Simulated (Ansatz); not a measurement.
# Mo(100) with 4 thermally displaced layers, 2x2: scattering by thermal displacements, part 2 of 2

How much do lattice vibrations at 500 K scatter the electrons of Mo? Layers with random displacements are laid between perfect leads, and the resistance is followed against their length.

Ansatz 0.2.0; Ansatz plane-wave DFT, PBE, PAW files; ballistic transport by layer matching (Landauer), zero bias; PAW set soft_1.

So far, open channels per spin nearest the Fermi level: step 2 (with 4 displaced layers) 6.78.

### Step 3. With 8 displaced layers

Each atom of 8 layers is moved at random, by amounts drawn from a normal law 0.0619 Å wide in each direction from the Debye model (450 K) at 500 K. A fresh draw is used; the growth of the resistance with length is what counts.

System of this step: Mo(100) with 8 thermally displaced layers, 2x2. The cell holds 72 atoms: 72 Mo. Cell: a = 6.294 Å, b = 6.294 Å, c = 28.323 Å, α = 90.0°, β = 90.0°, γ = 90.0°. It derives from Mo. Regions: lead, 40 atoms (40 Mo); scattering region, 32 atoms (32 Mo). The structure is stacked along c, and the current runs across the ab planes.

File input.yaml:

```yaml
crystal:
  lattice:
    - [6.294, 0.0, 0.0]
    - [0.0, 6.294, 0.0]
    - [0.0, 0.0, 28.323]
  atoms:
    - { symbol: Mo, position: [0.0, 0.0, 0.0277777778] }
    - { symbol: Mo, position: [0.0, 0.5, 0.0277777778] }
    - { symbol: Mo, position: [0.5, 0.0, 0.0277777778] }
    - { symbol: Mo, position: [0.5, 0.5, 0.0277777778] }
    - { symbol: Mo, position: [0.25, 0.25, 0.0833333333] }
    - { symbol: Mo, position: [0.25, 0.75, 0.0833333333] }
    - { symbol: Mo, position: [0.75, 0.25, 0.0833333333] }
    - { symbol: Mo, position: [0.75, 0.75, 0.0833333333] }
    - { symbol: Mo, position: [0.0, 0.0, 0.1388888889] }
    - { symbol: Mo, position: [0.0, 0.5, 0.1388888889] }
    - { symbol: Mo, position: [0.5, 0.0, 0.1388888889] }
    - { symbol: Mo, position: [0.5, 0.5, 0.1388888889] }
    - { symbol: Mo, position: [0.25, 0.25, 0.1944444444] }
    - { symbol: Mo, position: [0.25, 0.75, 0.1944444444] }
    - { symbol: Mo, position: [0.75, 0.25, 0.1944444444] }
    - { symbol: Mo, position: [0.75, 0.75, 0.1944444444] }
    - { symbol: Mo, position: [0.0, 0.0, 0.25] }
    - { symbol: Mo, position: [0.0, 0.5, 0.25] }
    - { symbol: Mo, position: [0.5, 0.0, 0.25] }
    - { symbol: Mo, position: [0.5, 0.5, 0.25] }
    - { symbol: Mo, position: [0.2465823017, 0.2554212243, 0.3047251615] }
    - { symbol: Mo, position: [0.2543154007, 0.7596296233, 0.3043668785] }
    - { symbol: Mo, position: [0.7621051198, 0.2659435655, 0.307912853] }
    - { symbol: Mo, position: [0.7614573819, 0.7607823393, 0.3104808501] }
    - { symbol: Mo, position: [0.0018271534, 2.04881e-05, 0.362428667] }
    - { symbol: Mo, position: [0.9910717545, 0.4847310967, 0.3591842653] }
    - { symbol: Mo, position: [0.5036625994, 0.0046504724, 0.3577547624] }
    - { symbol: Mo, position: [0.481484126, 0.4968920824, 0.3607002805] }
    - { symbol: Mo, position: [0.2495163186, 0.2566000011, 0.4193511934] }
    - { symbol: Mo, position: [0.2522698867, 0.7560231544, 0.4142740752] }
    - { symbol: Mo, position: [0.7384360018, 0.2523224017, 0.4181186981] }
    - { symbol: Mo, position: [0.7571395229, 0.7558271025, 0.4183797825] }
    - { symbol: Mo, position: [0.0079612226, 0.9827746915, 0.4706183544] }
    - { symbol: Mo, position: [0.0044745648, 0.5058657371, 0.468918886] }
    - { symbol: Mo, position: [0.5115320812, 0.99568595, 0.4717144642] }
    - { symbol: Mo, position: [0.5026918446, 0.5073694818, 0.4690914167] }
    - { symbol: Mo, position: [0.25973159, 0.2507598533, 0.5260938489] }
    - { symbol: Mo, position: [0.2472938566, 0.7285115544, 0.5263629821] }
    - { symbol: Mo, position: [0.7517883096, 0.2430294971, 0.5270611967] }
    - { symbol: Mo, position: [0.7485572148, 0.7504756208, 0.5300074736] }
    - { symbol: Mo, position: [0.9997552556, 0.9974443184, 0.5845100645] }
    - { symbol: Mo, position: [0.0204147176, 0.4966305309, 0.5844537496] }
    - { symbol: Mo, position: [0.4844938984, 0.0132272232, 0.5847738309] }
    - { symbol: Mo, position: [0.5131024296, 0.499419393, 0.5810551853] }
    - { symbol: Mo, position: [0.2587110231, 0.2574078048, 0.6369947447] }
    - { symbol: Mo, position: [0.2355199329, 0.7544153087, 0.6385144638] }
    - { symbol: Mo, position: [0.775679568, 0.2439614924, 0.6377341851] }
    - { symbol: Mo, position: [0.7489111035, 0.7336312269, 0.6369465781] }
    - { symbol: Mo, position: [0.0161653301, 0.9987084605, 0.6931153511] }
    - { symbol: Mo, position: [0.98749628, 0.5057065886, 0.6958825698] }
    - { symbol: Mo, position: [0.5025211405, 0.9961738567, 0.6951119267] }
    - { symbol: Mo, position: [0.5037513105, 0.4933063884, 0.6958039999] }
    - { symbol: Mo, position: [0.25, 0.25, 0.75] }
    - { symbol: Mo, position: [0.25, 0.75, 0.75] }
    - { symbol: Mo, position: [0.75, 0.25, 0.75] }
    - { symbol: Mo, position: [0.75, 0.75, 0.75] }
    - { symbol: Mo, position: [0.0, 0.0, 0.8055555556] }
    - { symbol: Mo, position: [0.0, 0.5, 0.8055555556] }
    - { symbol: Mo, position: [0.5, 0.0, 0.8055555556] }
    - { symbol: Mo, position: [0.5, 0.5, 0.8055555556] }
    - { symbol: Mo, position: [0.25, 0.25, 0.8611111111] }
    - { symbol: Mo, position: [0.25, 0.75, 0.8611111111] }
    - { symbol: Mo, position: [0.75, 0.25, 0.8611111111] }
    - { symbol: Mo, position: [0.75, 0.75, 0.8611111111] }
    - { symbol: Mo, position: [0.0, 0.0, 0.9166666667] }
    - { symbol: Mo, position: [0.0, 0.5, 0.9166666667] }
    - { symbol: Mo, position: [0.5, 0.0, 0.9166666667] }
    - { symbol: Mo, position: [0.5, 0.5, 0.9166666667] }
    - { symbol: Mo, position: [0.25, 0.25, 0.9722222222] }
    - { symbol: Mo, position: [0.25, 0.75, 0.9722222222] }
    - { symbol: Mo, position: [0.75, 0.25, 0.9722222222] }
    - { symbol: Mo, position: [0.75, 0.75, 0.9722222222] }
kpoints:
  mp_grid: { grid: [4, 4, 1] }
hamiltonian:
  xc: pbe
  pseudopotentials: { kind: paw, azcp: { folder: soft_1 } }
scf:
  occupations: { method: fermi_dirac, width: 0.1 }
output:
  transmission: { leads: [[0, 4]], kmesh: [8, 8], e_range: [-0.05, 0.05], de: 0.05 }
  write_potential: true
  write_density: true
  volumetric_format: npy
```

The run is started by

```bash
$ ansatz run input.yaml --threads 4 --pin off --max-ram 15360MiB --backend cpu --events-out ev --progress --plain --runs-dir out
```

Numbers of over 12 decimals in the logs are rounded to 6 here.

Log:

```text
[...]
Crystal: 72 atoms, lattice volume = 1122.000 Å³
Basis set: ecut = 420 eV, 21955 PW (Γ)
Bands: 605, of which v1, the nominal top of the filled ones, is band 504 counted from 1 (503 counted from 0)
Symmetry: 1 space group operations
[...]
k-points: 10 of 16 (time reversal used)
[...]
SCF iter   1: F=—  HF=-356878.347495 eV  |F-HF|=—  |Δ(HF+E_count)|=         —  Δρ=1.06e-1  dr2=1.27e2  ethr=3.10e-3  ⟨swp⟩=4.4  Hψ=21776  notcnv=0
[...]
SCF iter   8: F=-356834.416659 eV  HF=-356834.416659 eV  |F-HF|=3.95e-8  |Δ(HF+E_count)|=   7.33e-9  Δρ=9.77e-7  dr2=4.53e-8  ethr=9.92e-12  ⟨swp⟩=6.7  Hψ=13941  notcnv=0
SCF 1 converged in 8 iterations: F = -356834.416659 eV  dr2 = 4.53e-8
[...]
transmission: 195 of 1938 steps passed
transmission: 390 of 1938 steps passed
[...]
transmission: 1938 of 1938 steps passed
SCF converged after 8 iterations
Free energy (F): -356834.416659 eV
[...]
Internal energy: -356832.754952 eV  (E = F + TS)
E sigma→0 (E₀):  -356833.585806 eV
Entropy (-TS):   -1.661707 eV (-23.079 meV/atom)
Fermi energy:    21.103808 eV
[...]
--- Band table (eV; the first three rows and the last of 10) ---
  k-point 0: bands = [... 500 lower, 20.9522, 20.9689, 20.9873, 21.0027, 21.0368, 21.0499, 21.0832, 21.1080, ... 97 higher]
  k-point 1: bands = [... 500 lower, 21.0532, 21.0706, 21.0863, 21.0941, 21.1196, 21.1438, 21.1542, 21.1655, ... 97 higher]
  k-point 2: bands = [... 500 lower, 20.9792, 21.0276, 21.0322, 21.0536, 21.1467, 21.1506, 21.2689, 21.3012, ... 97 higher]
  k-point 9: bands = [... 500 lower, 20.3626, 20.3713, 20.4225, 20.4250, 21.3956, 21.4016, 21.4214, 21.4634, ... 97 higher]
--- Transmission ---
  basis      : 349 plane waves across, 57 finite elements along
  points     : 34, standing for a mesh of 8 x 8
[...]
channels       : 6.593750e0 a spin
[...]
slowest decay  : 0.0410 /Å at (0.5000, 0.3750)
  junction   : crystal 0 to crystal 0, 0.70 to 27.45 Å
    transmission   : 5.252879e0 a spin
[...]
```

Run time: 19 min. Hardware: 4 threads of Arm Neoverse V1, shared host; peak memory 8 GiB.

This step gave:

* free energy: -356834.4167 eV
* energy at zero smearing: -356833.5858 eV
* Fermi energy: 21.10 eV
* transmission per spin nearest the Fermi level: 5.253
* open channels per spin nearest the Fermi level: 6.594
* step of the lead's potential: 4.3 meV

Per spin. The transmission, zone mean by energy, zero at the Fermi level:

| energy (eV) | transmission, zone mean |
| --- | --- |
| -0.0500 | 5.30 |
| 0.0000 | 5.25 |
| 0.0500 | 5.25 |

Over the solved energies the transmission per spin lies between 5.25 and 5.30, out of 6.64 channels of the lead on average (up to 6.66).

### Step 4. With 12 displaced layers

Each atom of 12 layers is moved at random, by amounts drawn from a normal law 0.0619 Å wide in each direction from the Debye model (450 K) at 500 K. A fresh draw is used; the growth of the resistance with length is what counts.

System of this step: Mo(100) with 12 thermally displaced layers, 2x2. The cell holds 88 atoms: 88 Mo. Cell: a = 6.294 Å, b = 6.294 Å, c = 34.617 Å, α = 90.0°, β = 90.0°, γ = 90.0°. It derives from Mo. Regions: lead, 40 atoms (40 Mo); scattering region, 48 atoms (48 Mo). The structure is stacked along c, and the current runs across the ab planes.

File input.yaml:

```yaml
crystal:
  lattice:
    - [6.294, 0.0, 0.0]
    - [0.0, 6.294, 0.0]
    - [0.0, 0.0, 34.617]
  atoms:
    - { symbol: Mo, position: [0.0, 0.0, 0.0227272727] }
    - { symbol: Mo, position: [0.0, 0.5, 0.0227272727] }
    - { symbol: Mo, position: [0.5, 0.0, 0.0227272727] }
    - { symbol: Mo, position: [0.5, 0.5, 0.0227272727] }
    - { symbol: Mo, position: [0.25, 0.25, 0.0681818182] }
    - { symbol: Mo, position: [0.25, 0.75, 0.0681818182] }
    - { symbol: Mo, position: [0.75, 0.25, 0.0681818182] }
    - { symbol: Mo, position: [0.75, 0.75, 0.0681818182] }
    - { symbol: Mo, position: [0.0, 0.0, 0.1136363636] }
    - { symbol: Mo, position: [0.0, 0.5, 0.1136363636] }
    - { symbol: Mo, position: [0.5, 0.0, 0.1136363636] }
    - { symbol: Mo, position: [0.5, 0.5, 0.1136363636] }
    - { symbol: Mo, position: [0.25, 0.25, 0.1590909091] }
    - { symbol: Mo, position: [0.25, 0.75, 0.1590909091] }
    - { symbol: Mo, position: [0.75, 0.25, 0.1590909091] }
    - { symbol: Mo, position: [0.75, 0.75, 0.1590909091] }
    - { symbol: Mo, position: [0.0, 0.0, 0.2045454545] }
    - { symbol: Mo, position: [0.0, 0.5, 0.2045454545] }
    - { symbol: Mo, position: [0.5, 0.0, 0.2045454545] }
    - { symbol: Mo, position: [0.5, 0.5, 0.2045454545] }
    - { symbol: Mo, position: [0.2292044468, 0.2373279017, 0.2494567753] }
    - { symbol: Mo, position: [0.2489333718, 0.7385542914, 0.2505875611] }
    - { symbol: Mo, position: [0.7603774034, 0.2544341575, 0.2504013259] }
    - { symbol: Mo, position: [0.7581422081, 0.7539760216, 0.2479580912] }
    - { symbol: Mo, position: [0.998008648, 0.0126947291, 0.2934213922] }
    - { symbol: Mo, position: [0.0006124254, 0.4961746181, 0.2938494318] }
    - { symbol: Mo, position: [0.4900559125, 0.0009931146, 0.2960182049] }
    - { symbol: Mo, position: [0.503037889, 0.4857842912, 0.294938447] }
    - { symbol: Mo, position: [0.2533986833, 0.2593078365, 0.3421111389] }
    - { symbol: Mo, position: [0.2581754539, 0.7607856847, 0.3423817774] }
    - { symbol: Mo, position: [0.7419859334, 0.250570585, 0.3396344196] }
    - { symbol: Mo, position: [0.7265883026, 0.733475586, 0.3446428454] }
    - { symbol: Mo, position: [0.9890161401, 0.9779584252, 0.3853182696] }
    - { symbol: Mo, position: [0.0149456185, 0.4995580317, 0.3870930487] }
    - { symbol: Mo, position: [0.4973425785, 0.9991817957, 0.3886276558] }
    - { symbol: Mo, position: [0.5078252026, 0.4991520819, 0.3879573271] }
    - { symbol: Mo, position: [0.2605628226, 0.2478454321, 0.432300753] }
    - { symbol: Mo, position: [0.2524982359, 0.7434301424, 0.4338752755] }
    - { symbol: Mo, position: [0.7483577558, 0.2439101475, 0.428822847] }
    - { symbol: Mo, position: [0.7375601407, 0.7649960674, 0.4297804207] }
    - { symbol: Mo, position: [0.0042228483, 0.9963906761, 0.4781866798] }
    - { symbol: Mo, position: [0.0059210371, 0.4923685326, 0.4767510449] }
    - { symbol: Mo, position: [0.5009767462, 0.0011260911, 0.4772217685] }
    - { symbol: Mo, position: [0.496920346, 0.5061875684, 0.4796269294] }
    - { symbol: Mo, position: [0.255313573, 0.2427238681, 0.5234349955] }
    - { symbol: Mo, position: [0.2506007001, 0.7545381592, 0.5260247643] }
    - { symbol: Mo, position: [0.7478966769, 0.249886927, 0.5211425053] }
    - { symbol: Mo, position: [0.7471594163, 0.7444048211, 0.5255868283] }
    - { symbol: Mo, position: [0.0029882992, 0.9943776134, 0.5716305712] }
    - { symbol: Mo, position: [0.9869433738, 0.5084668534, 0.5699982635] }
    - { symbol: Mo, position: [0.5056423251, 0.9974326763, 0.5679505363] }
    - { symbol: Mo, position: [0.4966235839, 0.5077277054, 0.5640190778] }
    - { symbol: Mo, position: [0.2449741015, 0.2514937266, 0.6125975826] }
    - { symbol: Mo, position: [0.232131704, 0.7476128092, 0.6122865706] }
    - { symbol: Mo, position: [0.7578672345, 0.2637375368, 0.6137603746] }
    - { symbol: Mo, position: [0.7309860716, 0.7480712901, 0.6119845685] }
    - { symbol: Mo, position: [0.0067047289, 0.0166283092, 0.6596582814] }
    - { symbol: Mo, position: [0.0200080422, 0.5148892288, 0.6603358932] }
    - { symbol: Mo, position: [0.4915431091, 0.0020535267, 0.6566972288] }
    - { symbol: Mo, position: [0.5113146722, 0.502346923, 0.6617699989] }
    - { symbol: Mo, position: [0.2541312065, 0.232262581, 0.7059533537] }
    - { symbol: Mo, position: [0.2605629918, 0.7677859507, 0.7030694022] }
    - { symbol: Mo, position: [0.7423746991, 0.2520832217, 0.7029215449] }
    - { symbol: Mo, position: [0.7378911329, 0.7406352613, 0.7094245205] }
    - { symbol: Mo, position: [0.9950904147, 0.9912405384, 0.7494069441] }
    - { symbol: Mo, position: [0.0011066461, 0.5137366121, 0.7518769213] }
    - { symbol: Mo, position: [0.508770666, 0.0014467492, 0.7504630734] }
    - { symbol: Mo, position: [0.4947287604, 0.4861951537, 0.7538238953] }
    - { symbol: Mo, position: [0.25, 0.25, 0.7954545455] }
    - { symbol: Mo, position: [0.25, 0.75, 0.7954545455] }
    - { symbol: Mo, position: [0.75, 0.25, 0.7954545455] }
    - { symbol: Mo, position: [0.75, 0.75, 0.7954545455] }
    - { symbol: Mo, position: [0.0, 0.0, 0.8409090909] }
    - { symbol: Mo, position: [0.0, 0.5, 0.8409090909] }
    - { symbol: Mo, position: [0.5, 0.0, 0.8409090909] }
    - { symbol: Mo, position: [0.5, 0.5, 0.8409090909] }
    - { symbol: Mo, position: [0.25, 0.25, 0.8863636364] }
    - { symbol: Mo, position: [0.25, 0.75, 0.8863636364] }
    - { symbol: Mo, position: [0.75, 0.25, 0.8863636364] }
    - { symbol: Mo, position: [0.75, 0.75, 0.8863636364] }
    - { symbol: Mo, position: [0.0, 0.0, 0.9318181818] }
    - { symbol: Mo, position: [0.0, 0.5, 0.9318181818] }
    - { symbol: Mo, position: [0.5, 0.0, 0.9318181818] }
    - { symbol: Mo, position: [0.5, 0.5, 0.9318181818] }
    - { symbol: Mo, position: [0.25, 0.25, 0.9772727273] }
    - { symbol: Mo, position: [0.25, 0.75, 0.9772727273] }
    - { symbol: Mo, position: [0.75, 0.25, 0.9772727273] }
    - { symbol: Mo, position: [0.75, 0.75, 0.9772727273] }
kpoints:
  mp_grid: { grid: [4, 4, 1] }
hamiltonian:
  xc: pbe
  pseudopotentials: { kind: paw, azcp: { folder: soft_1 } }
scf:
  occupations: { method: fermi_dirac, width: 0.1 }
output:
  transmission: { leads: [[0, 4]], kmesh: [8, 8], e_range: [-0.05, 0.05], de: 0.05 }
  write_potential: true
  write_density: true
  volumetric_format: npy
```

Log:

```text
[...]
Crystal: 88 atoms, lattice volume = 1371.333 Å³
Basis set: ecut = 420 eV, 26839 PW (Γ)
Bands: 740, of which v1, the nominal top of the filled ones, is band 616 counted from 1 (615 counted from 0)
Symmetry: 1 space group operations
[...]
k-points: 10 of 16 (time reversal used)
[...]
SCF iter   1: F=—  HF=-436182.917691 eV  |F-HF|=—  |Δ(HF+E_count)|=         —  Δρ=1.05e-1  dr2=1.55e2  ethr=3.10e-3  ⟨swp⟩=4.4  Hψ=23924  notcnv=0
[...]
SCF iter   8: F=-436129.291919 eV  HF=-436129.291919 eV  |F-HF|=5.58e-8  |Δ(HF+E_count)|=   6.72e-8  Δρ=1.27e-6  dr2=6.89e-8  ethr=8.12e-12  ⟨swp⟩=6.6  Hψ=20232  notcnv=0
SCF 1 converged in 8 iterations: F = -436129.291919 eV  dr2 = 6.89e-8
[...]
transmission: 228 of 2278 steps passed
transmission: 456 of 2278 steps passed
[...]
transmission: 2278 of 2278 steps passed
SCF converged after 8 iterations
Free energy (F): -436129.291919 eV
[...]
Internal energy: -436127.117367 eV  (E = F + TS)
E sigma→0 (E₀):  -436128.204643 eV
Entropy (-TS):   -2.174552 eV (-24.711 meV/atom)
Fermi energy:    21.125620 eV
[...]
--- Band table (eV; the first three rows and the last of 10) ---
  k-point 0: bands = [... 612 lower, 21.1224, 21.1389, 21.1483, 21.1585, 21.1732, 21.1857, 21.3147, 21.3218, ... 120 higher]
  k-point 1: bands = [... 612 lower, 21.0810, 21.0971, 21.1019, 21.1185, 21.1232, 21.1378, 21.1643, 21.1770, ... 120 higher]
  k-point 2: bands = [... 612 lower, 21.0044, 21.0671, 21.0766, 21.1080, 21.1468, 21.1924, 21.2346, 21.3036, ... 120 higher]
  k-point 9: bands = [... 612 lower, 20.3565, 20.3713, 20.4125, 20.4325, 21.3836, 21.4163, 21.4432, 21.4537, ... 120 higher]
--- Transmission ---
  basis      : 349 plane waves across, 67 finite elements along
  points     : 34, standing for a mesh of 8 x 8
[...]
channels       : 6.593750e0 a spin
[...]
slowest decay  : 0.0450 /Å at (0.3750, 0.5000)
  junction   : crystal 0 to crystal 0, 0.70 to 33.74 Å
    transmission   : 4.485679e0 a spin
[...]
```

It took 28 min on 4 threads; peak memory 8.2 GiB; 1.8 h of CPU time.

This step gave:

| Item | Value |
| --- | --- |
| free energy | -436129.2919 eV |
| energy at zero smearing | -436128.2046 eV |
| Fermi energy | 21.13 eV |
| transmission per spin nearest the Fermi level | 4.486 |
| step of the lead's potential | 4.7 meV |

Per spin. Table of transmission, zone mean by energy, zero at the Fermi level:

| energy (eV) | transmission, zone mean |
| --- | --- |
| -0.0500 | 4.44 |
| 0.0000 | 4.49 |
| 0.0500 | 4.53 |

Over the solved energies the transmission per spin lies between 4.44 and 4.53, out of 6.64 channels of the lead on average (up to 6.78).

### Step 5. Resistance against length

This step: Ansatz plane-wave DFT, PBE, PAW files; ballistic transport by layer matching (Landauer), zero bias; resistivity from the slope of the area resistance; PAW set soft_1 (Ansatz 0.2.0).

Numbers from this step:

* resistivity: 22.72 µΩ cm
* intercept: -0.06827 fΩ m²
* scatter about the fit: 0.01264 fΩ m²

Resistance, by row:

| run | length (Å) | T | channels N | RA (fΩ m²) |
| --- | --- | --- | --- | --- |
| n4 | 6.294 | 6.07 | 6.74 | 0.08367 |
| n8 | 12.59 | 5.269 | 6.635 | 0.1999 |
| n12 | 18.88 | 4.484 | 6.635 | 0.3697 |

Table of area resistance by length of the displaced region:

| length of the displaced region (Å) | area resistance (fΩ m²) |
| --- | --- |
| 6.29 | 0.0837 |
| 12.59 | 0.200 |
| 18.88 | 0.370 |

The area resistance goes from 0.084 to 0.37 fΩ m² between 6.3 and 18.9 Å, a slope of 23 µΩ cm.

By hand from the end points: (0.3697 − 0.08367) fΩ m² / (18.88 − 6.29) Å = 23 µΩ cm, since 1 fΩ m² per Å is 1000 µΩ cm.

### Step 6. Outcome

```
resistivity from the slope  : 22.7 µΩ cm
area resistance over 6.29 Å : 0.0837 fΩ m²
area resistance over 12.6 Å : 0.200 fΩ m²
area resistance over 18.9 Å : 0.370 fΩ m²
```

What this shows: The slope gives 23 µΩ cm. The points scatter by 0.013 fΩ m² about the line, with one random draw a length in a 2x2 cell, so the slope is a rough value. The mean square of the displacements drawn is 0.78, 0.91 and 1.0 of the nominal one at the three lengths; with each resistance scaled back by that, the slope is 20 µΩ cm, the value used below. The lead's own channel count moves between the runs (6.74, 6.64 and 6.64), which shifts RA and the slope too. Read with a model of isotropic scattering on a spherical Fermi surface and the lead's 1.3×10¹⁵ S/m², this slope means a mean free path near 30 Å; over these lengths the model's slope is 1.07 times its bulk resistivity, which would be 19 µΩ cm. Uncorrelated displacements put too much weight on short waves, which scatter strongly; with the sideways repeat of a small cell, one draw and three short lengths, the method is good to a factor of two or three. The measured value is 10.6 µΩ cm (CRC Handbook of Chemistry and Physics, 84th ed., 2003, Electrical Resistivity of Pure Metals); the scaled slope is 1.9 times that and the corrected value 1.8: clearly high.

[Logs are printed without paths, hosts, clocks, repeated set-up lines and the standing remarks that a program may print on its own settings, such as how far it seeks lower states.]

[Hosts, paths, dates, database ids (printed as entryN), source tags and the programs' standing remarks are cut or masked in the printed files.]
